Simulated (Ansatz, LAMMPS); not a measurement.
# A frame of liquid K2Si2O5 from 1350 K (126 atoms): geometry optimisation, part 2 of 2

Wanted: the relaxed structure of a frame of liquid K2Si2O5 from 1350 K (126 atoms) and its electronic structure.

Ansatz 0.2.0; Kohn-Sham DFT, PBE, PAW (set soft_2), plane waves.

The cell: 28 K, 70 O and 28 Si. The starting topology of bonds comes from the classical model. Sampling is at Γ alone, for a cell whose shortest periodic width is 13 Å.

So far, density (g/cm³): step 5 (structure statistics after relaxation) 2.18.

**6. Single point at the relaxed geometry**

One more single point at the end of the walk gives the fuller output and checks the residual forces.

input.yaml reads:

```yaml
crystal:
  lattice:
    - [13.1792, 0.0, 0.0]
    - [0.0, 13.1792, 0.0]
    - [0.0, 0.0, 13.1792]
  atoms:
    - { symbol: K, position: [0.68875, 0.55429, 0.06893] }
    - { symbol: K, position: [0.70925, 0.90018, 0.36671] }
    - { symbol: K, position: [0.54089, 0.02915, 0.93691] }
    - { symbol: K, position: [0.02171, 0.25509, 0.01432] }
    - { symbol: K, position: [0.36737, 0.33568, 0.41054] }
    - { symbol: K, position: [0.70656, 0.06738, 0.62984] }
    - { symbol: K, position: [0.57776, 0.47616, 0.84569] }
    - { symbol: K, position: [0.48876, 0.72486, 0.89847] }
    - { symbol: K, position: [0.46173, 0.24747, 0.69282] }
    - { symbol: K, position: [0.50412, 0.69687, 0.19627] }
    - { symbol: K, position: [0.27052, 0.3806, 0.81817] }
    - { symbol: K, position: [0.74859, 0.28964, 0.11273] }
    - { symbol: K, position: [0.43637, 0.81891, 0.4847] }
    - { symbol: K, position: [0.27687, 0.55387, 0.56212] }
    - { symbol: K, position: [0.30886, 0.20732, 0.01572] }
    - { symbol: K, position: [0.86487, 0.73857, 0.03141] }
    - { symbol: K, position: [0.25807, 0.03687, 0.7013] }
    - { symbol: K, position: [0.10358, 0.67367, 0.84995] }
    - { symbol: K, position: [0.57738, 0.54343, 0.56274] }
    - { symbol: K, position: [0.81878, 0.62281, 0.33925] }
    - { symbol: K, position: [0.41137, 0.43517, 0.09494] }
    - { symbol: K, position: [0.54223, 0.08293, 0.22778] }
    - { symbol: K, position: [0.90285, 0.49325, 0.90521] }
    - { symbol: K, position: [0.49787, 0.87463, 0.71236] }
    - { symbol: K, position: [0.96919, 0.73469, 0.61708] }
    - { symbol: K, position: [0.32478, 0.92969, 0.11609] }
    - { symbol: K, position: [0.98777, 0.07186, 0.46649] }
    - { symbol: K, position: [0.97744, 0.29889, 0.74199] }
    - { symbol: O, position: [0.95867, 0.38106, 0.41755] }
    - { symbol: O, position: [0.76814, 0.55832, 0.51524] }
    - { symbol: O, position: [0.185, 0.94862, 0.93045] }
    - { symbol: O, position: [0.44109, 0.03691, 0.61008] }
    [... 88 atom lines left out ...]
    - { symbol: Si, position: [0.95894, 0.30743, 0.31789] }
    - { symbol: Si, position: [0.12591, 0.15478, 0.24173] }
    - { symbol: Si, position: [0.47903, 0.07115, 0.49913] }
    - { symbol: Si, position: [0.1911, 0.87964, 0.4636] }
    - { symbol: Si, position: [0.19242, 0.28093, 0.60009] }
    - { symbol: Si, position: [0.09201, 0.58865, 0.35374] }
kpoints:
  mp_grid: { grid: [1, 1, 1] }
hamiltonian:
  xc: pbe
scf:
  occupations: { method: fermi_dirac, width: 0.116 }
output:
  forces: true
  stress: true
  populations: true
  dos:
    method: { smearing: { sigma: 0.1 } }
    de: 0.1
    projected: { site_lists: { K: [K], O: [O], Si: [Si] } }
  eigenvalues: true
  write_density: true
  write_potential: true
  volumetric_format: npy
  elf: true
```

The run is started by

```console
$ ansatz run input.yaml --threads 4 --pin off --max-ram 8192MiB --backend cpu --events-out ev --progress --plain --runs-dir out
```

Wall time 23 s (4 threads of Intel Xeon 6975P-C (Granite Rapids), shared host); peak memory 3.3 GiB.

The program notes that the exchange-correlation potential is rough where the density is thin.

Numbers from this run:

```yaml
free_energy: -100715.2912 eV
free_energy_per_atom: -799.3277 eV/atom
scf_cycles: 10
pressure: -0.06906 GPa
r_m_s_force_component: 0.00356 eV/Å
longest_force: 0.01837 eV/Å
fermi_energy: 4.744 eV
spacing_of_highest_filled_and_lowest_empty_level: 2.617 eV
spilling_of_the_projection: 0.0106
```

Löwdin charges by element (they lack the spilled electrons, 0.066 e an atom on average):

```tsv
element	coordination	atoms	mean charge (e)	spread	least	most
K	all	28	0.868	0.0109	0.850	0.888
O	all	70	-0.885	0.0844	-1.04	-0.790
Si	all	28	1.64	0.07	1.48	1.75
```

Density of states as counts of states in windows of 1 eV (from the Fermi level), total and the larger projections:

```tsv
from (eV)	to (eV)	total	O p	Si p	K s
-10	-9	18.8	13.3	2.5	0.0
-9	-8	28.1	21.2	5.0	0.0
-8	-7	14.9	11.6	2.6	0.0
-7	-6	36.0	29.3	3.5	0.2
-6	-5	69.2	58.9	4.6	0.4
-5	-4	77.7	70.1	2.9	0.7
-4	-3	54.6	50.2	1.5	0.8
-3	-2	82.1	76.4	2.4	0.6
-2	-1	15.1	14.5	0.1	0.1
-1	1	0.0	0.0	0.0	0.0
1	2	2.3	0.0	0.0	1.8
2	3	12.9	0.8	0.3	8.6
3	4	22.3	1.4	1.6	10.9
4	5	46.1	2.8	7.5	8.0
```

Between -26 and -10 eV lie 331 more states.

About 56 of the 784 electrons lie in deeper levels, below the stored range.

The levels nearest the highest filled one (over half full), pooled over k-points and spins:

```tsv
level less the highest filled one (eV)	occupation
-0.551	2
-0.456	2
-0.446	2
-0.361	2
-0.208	2
0	2
2.62	0
3.36	0
3.55	0
3.86	0
3.90	0
4.00	0
```

Valence density in the bc plane at fractional x = 0.271, with atoms of K and O and Si within 0.2 Å of it. It is the smooth field of the valence electrons, not physical close to the nuclei.

Ten steps, logarithmic in the rise over the least value, from '0' (0.0 e/Å³) to '9' (6.7 e/Å³), each cell a mean:
```
1000135665212455421111112358997432221
1000001221101222110000001246776433332
1000000000013554310000000012343213332
0000000000136887520000000001234443221
1110000000147888630000000001357753211
5654100000124676410000000012467753113
8886311111111222100000001223345532135
8886311112222321000000012333233321135
5653100112356764212344312333334442113
1111001112468985325788632222346775311
0000112222357764236888741111246875311
2222233332223321114677521000124553222
5443334331111110001222100000112222234
5443223221111110000000000011234432234
2333343210011110000001222223478752112
0124565320000000000012344333578742100
0024676420000000000012444322444421000
0013454310000000000001233344432100000
0001111100000000000000012467642100000
0000000000000000000000013689963112332
2000000000000000000001123578752135664
2000012332101233210012333344321135664
1000135665323576531123443234432123332
0000146886424688632112333357875311111
```
Columns run along b (13.2 Å), rows up along c (13.2 Å). Atoms in or near the plane, at fractional coordinates: K at (0.38, 0.82), K at (0.55, 0.56), K at (0.04, 0.70), O at (0.77, 0.97), O at (0.74, 0.18), Si at (0.11, 0.43), Si at (0.86, 0.89), Si at (0.68, 0.06), Si at (0.72, 0.30).

ELF in the bc plane at fractional x = 0.271, with atoms of K and O and Si within 0.2 Å of it. It is the smooth field of the valence electrons, not physical close to the nuclei.

Ten even steps from '0' (0.00) to '9' (0.87), each cell a mean:
```
1000269998204888752001111488479621222
1000024552000122110000000379888412322
0000000000024665300000000134443121211
0000000000179999950000000000246532210
1221000000179979961000000002589984100
8997300221026999730000000012689985104
9899601342000122100000001222368762039
9899601332123442100000001231112210049
8986200122478898302676301232125664104
1110000113688698317999940122268999610
0000124421478897229978971001268998510
5421245652124553017999950000136775113
8741124541000000001444200000011221257
8741101210012210000000000001367642257
4321333210024420000012322113799983124
0026888630001110000146665213899985100
0158999862000000000256776211467763100
0147898741000000000123432245421110000
0012332100000000000000003799863000110
1000000000000000000000015874896015764
4000000000000221100000114898873059998
4000001332003676420012331355320059998
1000158998315999851013541124542014553
0000389999416999962012331279898400000
```
Columns run along b (13.2 Å), rows up along c (13.2 Å). Atoms in or near the plane, at fractional coordinates: K at (0.38, 0.82), K at (0.55, 0.56), K at (0.04, 0.70), O at (0.77, 0.97), O at (0.74, 0.18), Si at (0.11, 0.43), Si at (0.86, 0.89), Si at (0.68, 0.06), Si at (0.72, 0.30).

Mean Löwdin charges: K +0.87, O -0.89, Si +1.64 e (they miss 1.1 % of the electrons, so they add up to more than the cell's charge). The largest share in the top eV of filled states is O p (98 % of the projected weight), and in the lowest eV of empty states K s (83 % of the projected weight).

A closer look about Si118, whose charge lies farthest from its element's mean: 11 atoms, nearest first, numbered in the order of the input, with positions taken from that point.

```tsv
atom	x	y	z	distance (Å)	bonds	Löwdin charge (e)
Si118	0.00	0.00	0.00	0.00	4	1.48
O78	-1.15	0.26	-1.14	1.64	5	-1.01
O72	-0.51	-1.08	1.12	1.64	4	-1.02
O61	0.57	1.40	0.65	1.64	5	-1.04
O91	1.41	-0.78	-0.75	1.78	4	-0.83
K12	2.63	0.23	1.79	3.19	6	0.87
K21	-1.82	2.15	1.55	3.21	3	0.87
K7	0.38	2.69	-1.73	3.22	5	0.86
K3	-0.11	-3.20	-0.53	3.25	6	0.86
Si114	2.85	-0.55	-1.52	3.27	4	1.62
K15	-3.17	-0.85	0.51	3.32	4	0.86
```

The column of bonds counts only the pairs O-K within 3.27 Å, O-Si within 2.12 Å; other neighbours, such as metal atoms beside each other in a compound, aren't counted, and periodic images can show an atom twice.

**7. What came out**

```
energy change in the relaxation                  : -303.9 meV/atom
r.m.s. displacement                              : 1.043 Å
largest displacement                             : 3.269 Å
free energy per atom                             : -799.3277 eV/atom
pressure                                         : -0.06906 GPa
r.m.s. force component                           : 0.00356 eV/Å
gap (highest filled to lowest empty level) : 2.617 eV
wall time of the 3 DFT runs                      : 11 min
```

In words: Relaxation lowers the energy by 304 meV/atom and moves atoms by 1.0 Å r.m.s.; the r.m.s. force component goes from 2.4 to 0.0036 eV/Å, the pressure goes from 2.6 to -0.069 GPa, and the gap from 1.20 to 2.62 eV. From the first step to the last the energy fell by 38.294 eV, and the largest move was 3.27 Å (K17). The O-Si bonds go from 1.642 Å (spread 0.094) to 1.647 Å (spread 0.042). 60 % of the oxygens bridge two formers (Si) and 40 % are non-bridging. The highest filled and lowest empty levels differ by 2.62 eV (at Γ alone); a semilocal functional tends to put such gaps too low. In a disordered cell it changes from sample to sample and from frame to frame.

Caveats: The network of bonds at the start is that of the classical potential that made the cell; in DFT atoms moved by 1.0 Å r.m.s.

[Logs are printed without paths, hosts, clocks, repeated set-up lines and the standing remarks that a program may print on its own settings, such as how far it seeks lower states.]

[Hosts, paths, dates, database ids (printed as entryN), source tags and the programs' standing remarks are cut or masked in the printed files.]
